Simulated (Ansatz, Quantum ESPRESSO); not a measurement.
**RbCaHBr2 (P4/mmm): Raman and infrared activity**

Which lines does RbCaHBr2 (P4/mmm) show in Raman and infrared spectra?

Calculated with Quantum ESPRESSO 8.0 development, patched; DFT LDA, scalar-relativistic, plane waves, PseudoDojo norm-conserving pseudopotentials.

Most raw output is cut from this account.

The structure was built from a prototype and need not be the compound's stable phase.

### Step 1. Starting point

The structure is tetragonal, space group P4/mmm (No. 123). Conventional cell: a = 5.380 Å, b = 5.380 Å, c = 5.380 Å, α = 90.00°, β = 90.00°, γ = 90.00°. Nearest to Rb lie 8 Br at 3.80 Å and 4 H at 3.80 Å. Nearest to Ca lie 4 Br at 2.69 Å and 2 H at 2.69 Å. Br has 2 Ca at 2.69 Å and 4 H at 3.80 Å and 4 Rb at 3.80 Å nearest. Nearest to H lie 2 Ca at 2.69 Å. Farther neighbours and most contacts between anions are not listed.

### Step 2. A probe with smearing

Before anything dear is run, a loose run with smearing shows whether this is a metal and how far the cell is from rest.

File probe.in:

```
&control
   calculation = 'scf'
   prefix = 'x'
   outdir = './tmp'
   pseudo_dir = './pseudo'
   tprnfor = .true.
   tstress = .true.
   verbosity = 'high'
/
&system
   ibrav = 1
   celldm(1) = 10.16723048
   nat = 5
   ntyp = 4
   ecutwfc = 74.0
   occupations = 'smearing'
   smearing = 'gaussian'
   degauss = 0.01
/
&electrons
   conv_thr = 1.0d-07
   mixing_beta = 0.7
   electron_maxstep = 100
/
ATOMIC_SPECIES
 Rb     85.4678  Rb.upf
 Ca     40.0780  Ca.upf
 Br     79.9040  Br.upf
 H       1.0080  H.upf
ATOMIC_POSITIONS crystal
 Rb     0.000000000   0.000000000   0.000000000
 Ca     0.500000000   0.500000000   0.500000000
 Br     0.500000000   0.000000000   0.500000000
 Br     0.000000000   0.500000000   0.500000000
 H      0.500000000   0.500000000   0.000000000
K_POINTS automatic
 4 4 4 0 0 0
```

Command:

```bash
$ OMP_NUM_THREADS=1 mpirun -n 4 pw.x -nk 4 -in probe.in > probe.out
```

Wall time 19 s (4 MPI ranks of Arm Neoverse V1, shared host); 74 s of CPU time.

Read from the output:

- volume per atom: 31.15 Å³
- pressure: -0.7473 GPa
- gap on the k-mesh: 2.843 eV

A gap of 2.8 eV opens on this mesh, so the crystal is taken as an insulator; the start stands at -0.75 GPa.

### Step 3. Relaxing the cell and atoms

The relaxation runs at a cutoff a fifth above that of the response, since stress converges more slowly with the basis than frequencies do. Forces and stress are brought to rest with tight thresholds.

File relax.in:

```
&control
   calculation = 'vc-relax'
   prefix = 'x'
   outdir = './tmp'
   pseudo_dir = './pseudo'
   tprnfor = .true.
   tstress = .true.
   forc_conv_thr = 2.0d-05
   etot_conv_thr = 1.0d-07
   nstep = 40
/
&system
   ibrav = 1
   celldm(1) = 10.16723048
   nat = 5
   ntyp = 4
   ecutwfc = 89
   occupations = 'fixed'
   nbnd = 19
/
&electrons
   conv_thr = 1.0d-11
   mixing_beta = 0.7
   electron_maxstep = 100
/
&ions
/
&cell
   press_conv_thr = 0.2
/
ATOMIC_SPECIES
 Rb     85.4678  Rb.upf
 Ca     40.0780  Ca.upf
 Br     79.9040  Br.upf
 H       1.0080  H.upf
ATOMIC_POSITIONS crystal
 Rb     0.000000000   0.000000000   0.000000000
 Ca     0.500000000   0.500000000   0.500000000
 Br     0.500000000   0.000000000   0.500000000
 Br     0.000000000   0.500000000   0.500000000
 H      0.500000000   0.500000000   0.000000000
K_POINTS automatic
 4 4 4 0 0 0
```

Command:

```bash
$ OMP_NUM_THREADS=1 mpirun -n 4 pw.x -nk 4 -in relax.in > relax.out
```

Run time: 5.1 min. Hardware: 4 MPI ranks; 20 min of CPU time.

Step by step:

| step | energy less that of the first step (eV) | largest force (eV/Å) | pressure (GPa) | volume (Å³) |
| --- | --- | --- | --- | --- |
| 1 | 0.0000 | 0.0000 | -0.75 | 155.74 |
| 2 | -0.0485 | 0.0000 | -0.83 | 155.15 |
| 3 | -0.1003 | 0.0000 | -0.90 | 154.39 |
| 4 | -0.1759 | 0.0000 | -0.97 | 153.15 |
| 5 | -0.2848 | 0.0000 | -1.04 | 151.12 |
| 6 | -0.4370 | 0.0000 | -1.05 | 147.86 |
| 7 | -0.6293 | 0.0000 | -0.85 | 142.63 |
| 8 | -0.7733 | 0.0000 | 0.06 | 134.21 |
| 9 | -0.7735 | 0.0000 | 0.12 | 133.78 |
| 10 | -0.7736 | 0.0000 | 0.09 | 133.95 |
| 11 | -0.7736 | 0.0000 | 0.07 | 134.08 |
| 12 | -0.7737 | 0.0000 | 0.01 | 134.32 |
| 13 | -0.7737 | 0.0000 | 0.00 | 134.38 |
| 14 | -0.7737 | 0.0000 | 0.00 | 134.37 |
| 15 | -0.7737 | 0.0000 | 0.00 | 134.36 |
| 16 | -0.7736 | 0.0000 | 0.00 | 134.36 |

| cell as run | before | after | change |
| --- | --- | --- | --- |
| a (Å) | 5.380 | 5.614 | +4.4 % |
| b (Å) | 5.380 | 5.614 | +4.4 % |
| c (Å) | 5.380 | 4.263 | -20.8 % |
| volume (Å³/atom) | 31.15 | 26.87 | -13.7 % |

The relaxed structure:

```cif
data_structure
_symmetry_space_group_name_H-M 'P 1'
_symmetry_Int_Tables_number 1
_cell_length_a 5.6144
_cell_length_b 5.6144
_cell_length_c 4.2626
_cell_angle_alpha 90.000
_cell_angle_beta 90.000
_cell_angle_gamma 90.000
_cell_volume 134.36
loop_
_atom_site_label
_atom_site_type_symbol
_atom_site_fract_x
_atom_site_fract_y
_atom_site_fract_z
_atom_site_occupancy
Rb1 Rb 0.00000 0.00000 0.00000 1
Ca2 Ca 0.50000 0.50000 0.50000 1
Br3 Br 0.50000 0.00000 0.50000 1
Br4 Br 0.00000 0.50000 0.50000 1
H5 H 0.50000 0.50000 0.00000 1
```

The last row of the table of steps is pw.x's closing run on a basis chosen anew for the final cell, so its energy can jump.

Read from the output:

| Quantity | Value |
| --- | --- |
| volume per atom | 26.87 Å³ |
| pressure | 0 GPa |
| gap on the k-mesh | 2.732 eV |

The volume changes by -13.7 % from the cell with which this run began.

### Step 4. Ground state

The response is built on this ground state, so it is converged far tighter than an energy would need. With a gap, occupations are fixed, which also allows the response to an electric field.

File scf.in:

```
&control
   calculation = 'scf'
   prefix = 'x'
   outdir = './tmp'
   pseudo_dir = './pseudo'
   tprnfor = .true.
   tstress = .true.
/
&system
   ibrav = 6
   celldm(1) = 10.60966104
   celldm(3) = 0.75922494
   nat = 5
   ntyp = 4
   ecutwfc = 74.0
   occupations = 'fixed'
   nbnd = 19
/
&electrons
   conv_thr = 1.0d-12
   mixing_beta = 0.7
   electron_maxstep = 100
/
ATOMIC_SPECIES
 Rb     85.4678  Rb.upf
 Ca     40.0780  Ca.upf
 Br     79.9040  Br.upf
 H       1.0080  H.upf
ATOMIC_POSITIONS crystal
 Rb     0.000000000   0.000000000   0.000000000
 Ca     0.500000000   0.500000000   0.500000000
 Br     0.500000000   0.000000000   0.500000000
 Br     0.000000000   0.500000000   0.500000000
 H      0.500000000   0.500000000   0.000000000
K_POINTS automatic
 4 4 4 0 0 0
```

Command:

```bash
$ OMP_NUM_THREADS=1 mpirun -n 4 pw.x -nk 4 -in scf.in > scf.out
```

Wall time 21 s (4 MPI ranks).

Read from the output:

* pressure: -0.002 GPa

The cell stands at -0.002 GPa, close enough for phonons.

### Step 5. Linear response at Γ

At q = 0 one unit cell holds all displacements; symmetry groups them into irreducible representations that are solved one by one. The response to a field gives ε∞ and the Born charges, which polar modes need. Third-order response adds the Raman tensors.

File ph.in:

```
phonons
&inputph
   prefix = 'x'
   outdir = './tmp'
   fildyn = 'g.dyn'
   tr2_ph = 1.0d-18
   epsil = .true.
   lraman = .true.
   elop = .true.
/
0.000000000000 0.000000000000 0.000000000000
```

Command:

```bash
$ OMP_NUM_THREADS=1 mpirun -n 4 ph.x -nk 4 -in ph.in > ph.out
```

Elapsed: 30 min, on 4 MPI ranks.

Numbers from this step:

| Property | Result |
| --- | --- |
| miss of the charge sum rule | 0.05308 e |
| largest acoustic frequency at the zone centre before the sum rule | 0.87 cm⁻¹ |
| highest optical zone-centre mode (no LO-TO term) | 1293 cm⁻¹ |
| lowest optical zone-centre mode | -33.62 cm⁻¹ |
| mean high-frequency dielectric constant | 3.316 |
| largest Born charge in size (third of the trace) | 2.156 e |

Born charge (rows field, columns displacement), before the sum rule (e), principal values of the symmetric part by kind of site:

| atom | atoms with these values | low | middle | high | mean |
| --- | --- | --- | --- | --- | --- |
| Rb1 | 1 | 1.22 | 1.30 | 1.30 | 1.28 |
| Ca2 | 1 | 1.51 | 2.48 | 2.48 | 2.16 |
| Br3 | 2 | -1.82 | -1.05 | -0.74 | -1.20 |
| H5 | 1 | -1.30 | -0.92 | -0.92 | -1.05 |

In full for H5:

```
-0.92  0.00  0.00
 0.00 -0.92  0.00
 0.00  0.00 -1.30
```

High-frequency dielectric tensor:

```
3.41 0.00 0.00
0.00 3.41 0.00
0.00 0.00 3.13
```

The acoustic modes at Γ come out as far as 0.9 cm⁻¹ from zero, where they should vanish, a small numerical error; the Born charges miss their sum rule by 0.053 e, too much: mesh or cutoff is short for the field response. The lowest optical mode is imaginary, 34i cm⁻¹, an instability at this level and on this k mesh.

### Step 6. Modes with the sum rule

A rigid shift of the crystal must cost nothing, but grids and finite bases break this; the acoustic sum rule is imposed before the matrix is diagonalised again. With Born charges the intensities follow; a static dielectric tensor has no meaning with imaginary modes.

File dynmat.in:

```
&input
   fildyn = 'g.dyn'
   asr = 'crystal'
   fileig = 'dynmat.eig'
   lperm = .true.
/
```

Command:

```bash
$ dynmat.x -in dynmat.in > dynmat.out
```

Elapsed: 0.47 s, on 1 thread.

Numbers from this step:

- lowest optical zone-centre mode: -33.63 cm⁻¹

Unit eigenvectors of the mass-weighted matrix after the sum rule; no LO-TO term. Modes at Γ, with each element's share of the kinetic energy (negative means imaginary):

| mode | frequency (cm⁻¹) | Rb % | Ca % | Br % | H % |
| --- | --- | --- | --- | --- | --- |
| 1 | -33.6 | 38 | 11 | 42 | 9 |
| 2 | -33.6 | 38 | 11 | 42 | 9 |
| 3 | 0.0 | 30 | 14 | 56 | 0 |
| 4 | 0.0 | 30 | 14 | 56 | 0 |
| 5 | 0.0 | 30 | 14 | 56 | 0 |
| 6 | 46.3 | 0 | 0 | 100 | 0 |
| 7 | 70.9 | 69 | 2 | 29 | 0 |
| 8 | 72.5 | 29 | 2 | 69 | 0 |
| 9 | 72.5 | 29 | 2 | 69 | 0 |
| 10 | 77.9 | 1 | 82 | 15 | 2 |
| 11 | 199.8 | 2 | 67 | 15 | 17 |
| 12 | 199.8 | 2 | 67 | 15 | 17 |
| 13 | 270.5 | 1 | 6 | 19 | 74 |
| 14 | 270.5 | 1 | 6 | 19 | 74 |
| 15 | 1292.6 | 0 | 2 | 0 | 98 |

Displacements in mode 2 (-33.6 cm⁻¹), the largest set to 1:
```
Rb1  0.01  0.23  0.00
Ca2 -0.01 -0.18  0.00
Br3  0.00 -0.23  0.00
Br4 -0.01  0.09  0.00
H5  -0.04 -1.00  0.00
```

Displacements in mode 14 (270.5 cm⁻¹), the largest set to 1:
```
Rb1  0.00  0.01  0.00
Ca2  0.00  0.05  0.00
Br3  0.00 -0.06  0.00
Br4  0.00  0.01  0.00
H5   0.01  1.00  0.00
```

Degenerate modes summed, no LO-TO term; imaginary modes left out. Infrared lines, with heights relative to the strongest:

| position (cm⁻¹) | lines merged | IR intensity, relative |
| --- | --- | --- |
| 46 | 1 | 0.0 |
| 71 | 1 | 1.6 |
| 73 | 2 | 3.7 |
| 78 | 1 | 0.3 |
| 200 | 2 | 67 |
| 271 | 2 | 41 |
| 1293 | 1 | 100 |

The rule moves no optical mode by more than 0.1 cm⁻¹.

### Step 7. Sum rules set otherwise (asr simple)

The rule can be imposed in more than one way; the choices should agree where the raw error is small.

File dynmat.in:

```
&input
   fildyn = 'g.dyn'
   asr = 'simple'
   fileig = 'dynmat.eig'
   lperm = .true.
/
```

Command:

```bash
$ dynmat.x -in dynmat.in > dynmat.out
```

It took 0.45 s on 1 thread.

Zone-centre frequencies as printed; negative means imaginary. Modes:

| mode | frequency (cm⁻¹) |
| --- | --- |
| 1 | -33.63 |
| 2 | -33.63 |
| 3 | 0 |
| 4 | 0 |
| 5 | 0 |
| 6 | 46.34 |
| 7 | 70.87 |
| 8 | 72.52 |
| 9 | 72.52 |
| 10 | 77.89 |
| 11 | 199.8 |
| 12 | 199.8 |
| 13 | 270.5 |
| 14 | 270.5 |
| 15 | 1293 |

Against the first rule no mode moves by more than 0.1 cm⁻¹.

### Step 8. Sum rules set otherwise (asr no)

Without the rule the raw error of the acoustic modes shows.

File dynmat.in:

```
&input
   fildyn = 'g.dyn'
   asr = 'no'
   fileig = 'dynmat.eig'
   lperm = .true.
/
```

Command:

```bash
$ dynmat.x -in dynmat.in > dynmat.out
```

Run time: 0.45 s. Hardware: 1 thread.

This step gave:

| Quantity | Value |
| --- | --- |
| lowest optical zone-centre mode | -33.62 cm⁻¹ |

Zone-centre frequencies as printed; negative means imaginary. Modes:

| mode | frequency (cm⁻¹) |
| --- | --- |
| 1 | -33.62 |
| 2 | -33.62 |
| 3 | -0.76 |
| 4 | -0.76 |
| 5 | 0.87 |
| 6 | 46.34 |
| 7 | 70.87 |
| 8 | 72.52 |
| 9 | 72.52 |
| 10 | 77.91 |
| 11 | 199.8 |
| 12 | 199.8 |
| 13 | 270.5 |
| 14 | 270.5 |
| 15 | 1293 |

Against the first rule no mode moves by more than 0.9 cm⁻¹.

### Step 9. Modes along a direction of q (1 0 0)

A longitudinal polar mode sets up a macroscopic field that stiffens it; the term hangs on the direction from which q goes to zero.

File dynmat.in:

```
&input
   fildyn = 'g.dyn'
   asr = 'crystal'
   fileig = 'dynmat.eig'
   q(1) = 1.0
   q(2) = 0.0
   q(3) = 0.0
/
```

Command:

```bash
$ dynmat.x -in dynmat.in > dynmat.out
```

Wall time 0.45 s (1 thread).

This step gave:

```yaml
highest_mode_moved_by_the_lo_to_term: 405.2 cm⁻¹
```

Zone-centre frequencies as printed; negative means imaginary. Modes:

| mode | frequency (cm⁻¹) |
| --- | --- |
| 1 | -33.63 |
| 2 | 0 |
| 3 | 0 |
| 4 | 0 |
| 5 | 40.54 |
| 6 | 46.34 |
| 7 | 70.87 |
| 8 | 72.52 |
| 9 | 77.9 |
| 10 | 83.21 |
| 11 | 199.8 |
| 12 | 242.1 |
| 13 | 270.5 |
| 14 | 405.2 |
| 15 | 1293 |

The field moves 4 modes; the highest of them now lies at 405 cm⁻¹, where the highest that moved away lay at 270.

### Step 10. The LO-TO splitting (0 0 1)

File dynmat.in:

```
&input
   fildyn = 'g.dyn'
   asr = 'crystal'
   fileig = 'dynmat.eig'
   q(1) = 0.0
   q(2) = 0.0
   q(3) = 1.0
/
```

Command:

```bash
$ dynmat.x -in dynmat.in > dynmat.out
```

Elapsed: 0.45 s, on 1 thread.

Read from the output:

```yaml
highest_mode_moved_by_the_lo_to_term: 1368 cm⁻¹
```

Zone-centre frequencies as printed; negative means imaginary. Modes:

| mode | frequency (cm⁻¹) |
| --- | --- |
| 1 | -33.63 |
| 2 | -33.63 |
| 3 | 0 |
| 4 | 0 |
| 5 | 0 |
| 6 | 46.34 |
| 7 | 72.52 |
| 8 | 72.52 |
| 9 | 76.4 |
| 10 | 93.82 |
| 11 | 199.8 |
| 12 | 199.8 |
| 13 | 270.5 |
| 14 | 270.5 |
| 15 | 1368 |

The field moves 3 modes; the highest of them now lies at 1368 cm⁻¹, where the highest that moved away lay at 1293.

### Step 11. Modes along a direction of q (1 1 1)

File dynmat.in:

```
&input
   fildyn = 'g.dyn'
   asr = 'crystal'
   fileig = 'dynmat.eig'
   q(1) = 1.0
   q(2) = 1.0
   q(3) = 1.0
/
```

Command:

```bash
$ dynmat.x -in dynmat.in > dynmat.out
```

The job ended after 0.45 s (1 thread).

Read from the output:

```yaml
highest_mode_moved_by_the_lo_to_term: 1318 cm⁻¹
```

Zone-centre frequencies as printed; negative means imaginary. Modes:

| mode | frequency (cm⁻¹) |
| --- | --- |
| 1 | -33.63 |
| 2 | 0 |
| 3 | 0 |
| 4 | 0 |
| 5 | 34.22 |
| 6 | 46.34 |
| 7 | 71.34 |
| 8 | 72.52 |
| 9 | 77.39 |
| 10 | 85.22 |
| 11 | 199.8 |
| 12 | 239.3 |
| 13 | 270.5 |
| 14 | 357.6 |
| 15 | 1318 |

The field moves 7 modes; the highest of them now lies at 1318 cm⁻¹, where the highest that moved away lay at 1293.

### Step 12. The same in Ansatz

A second program on the same cell, potentials, cutoff and meshes tests the implementation of the phonon response, not its convergence. Its field response is summed in its own way. Its k mesh is centred on Γ.

This step: DFT LDA, scalar-relativistic, plane waves, PseudoDojo norm-conserving pseudopotentials (Ansatz 0.2.0).

File input.yaml:

```yaml
crystal:
  lattice:
    - [5.614390839, 0.0, 0.0]
    - [0.0, 5.614390839, 0.0]
    - [0.0, 0.0, 4.2625855656]
  atoms:
    - { symbol: Rb, position: [0.0, 0.0, 0.0] }
    - { symbol: Ca, position: [0.5, 0.5, 0.5] }
    - { symbol: Br, position: [0.5, 0.0, 0.5] }
    - { symbol: Br, position: [0.0, 0.5, 0.5] }
    - { symbol: H, position: [0.5, 0.5, 0.0] }
kpoints:
  mp_grid: { grid: [4, 4, 4] }
hamiltonian:
  xc: lda
  pseudopotentials: { kind: nc, accuracy: standard }
scf:
  occupations: { method: fixed }
output:
  eigenvalues: true
basis:
  ecutwfc: 1006.821
phonons:
  method: dfpt
  dielectric: true
  rigid_motions: translations
  raman: true
```

Command:

```bash
$ ansatz run input.yaml --threads 4 --pin off --max-ram 16384MiB --backend cpu --events-out ev --progress --plain --runs-dir out
```

Run time: 6.7 min. Hardware: 4 threads; peak memory 3 GiB; 26 min of CPU time.

This step gave:

```yaml
gap_on_the_k_mesh: 2.731 eV
sum_rule_residual_before_enforcement: 7.13e-4 eV/Å²
miss_of_the_charge_sum_rule: 5.04e-4 e
estimated_error_of_the_dielectric_tensor: 0.007828
estimated_error_of_the_born_charges: 0.01070 e
lowest_optical_zone_centre_mode: -33.59 cm⁻¹
mean_high_frequency_dielectric_constant: 3.297
largest_born_charge_in_size_third_of_the_trace: 2.154 e
highest_mode_moved_by_the_lo_to_term: 1367 cm⁻¹
```

Transverse modes; imaginary modes left out. Lines of the infrared spectrum (strongest = 100):

| position (cm⁻¹) | IR intensity ((D/Å)²/amu), degenerate modes summed, relative |
| --- | --- |
| 46 | 0.0 |
| 71 | 1.7 |
| 72 | 3.8 |
| 78 | 0.4 |
| 200 | 68 |
| 270 | 41 |
| 1292 | 100 |

The log warns that the force constants on this k mesh are to be taken as unconverged.

### Step 13. Side by side: QE PseudoDojo and Ansatz, PseudoDojo

Numbers from this step:

| Item | Value |
| --- | --- |
| root-mean-square difference | 0.03 cm⁻¹ |
| largest difference | 0.07 cm⁻¹ |

The two runs side by side. Further quantities:

| quantity | QE PseudoDojo | Ansatz, PseudoDojo |
| --- | --- | --- |
| mean ε∞ | 3.316 | 3.297 |
| largest Born charge in size (e; the first before, the second after the charge sum rule) | 2.156 | 2.154 |
| summed IR intensity ((D/Å)²/amu) | 89.35 | 87.56 |

At the zone centre the largest difference (acoustic modes at Γ apart) is 0.005 % of the highest mode.

### Step 14. Results

| Item | Value |
| --- | --- |
| space group after relaxation | P4/mmm |
| volume per atom | 26.9 Å³ |
| gap on the k-mesh | 2.73 eV |
| highest optical zone-centre mode (no LO-TO term) | 1293 cm⁻¹ |
| lowest optical zone-centre mode | -33.6 cm⁻¹ |
| highest mode moved by the LO-TO term (probably not converged in the k mesh) | 1368 cm⁻¹ |
| mean high-frequency dielectric constant (probably not converged in the k mesh) | 3.32 |
| largest Born charge in size (third of the trace) (probably not converged in the k mesh) | 2.16 e |
| imaginary optical modes at the zone centre (no q mesh in this session) | yes |
| largest difference from Ansatz, PseudoDojo | 0.07 cm⁻¹ |

What this shows: No mode is Raman active in this structure; the strongest infrared line lies at 1293 cm⁻¹. At the LDA level the optical modes of RbCaHBr2 (P4/mmm) at the zone centre (no LO-TO term) run from 34i to 1293 cm⁻¹, so the structure is a saddle point, with 2 modes beyond 10i cm⁻¹ there. Along the directions run, the highest mode that the macroscopic field moves lies at 1368 cm⁻¹. The Born charges miss their sum rule by 0.053 e, a sign that the k mesh or the cutoff is short for the field response. ε∞, the Born charges and what follows from them are probably not converged in the k mesh. Of the 12 optical modes, 11 are infrared active alone and 1 is silent. QE PseudoDojo and Ansatz, PseudoDojo agree to 0.07 cm⁻¹ (0.005 % of the highest mode compared) on all solved modes but the acoustic ones at Γ, without the LO-TO term. These are harmonic frequencies at zero temperature: anharmonic shifts and linewidths and thermal expansion are left out. Ansatz's log warns that force constants on this k mesh are to be taken as unconverged, an error that the frequencies of both programs share. The build is a development version in which the Raman tensors of release 7.5 are mended; dynmat.x leaves out the electro-optic term of LO lines. The structure is a hypothetical one, built on a prototype.

[Host names and launcher messages were left out of these logs when they were recorded.]

[Logs are printed without paths, hosts, clocks, repeated set-up lines and the standing remarks that a program may print on its own settings, such as how far it seeks lower states.]

[Hosts, paths, dates, database ids (printed as entryN), source tags and the programs' standing remarks are cut or masked in the printed files.]
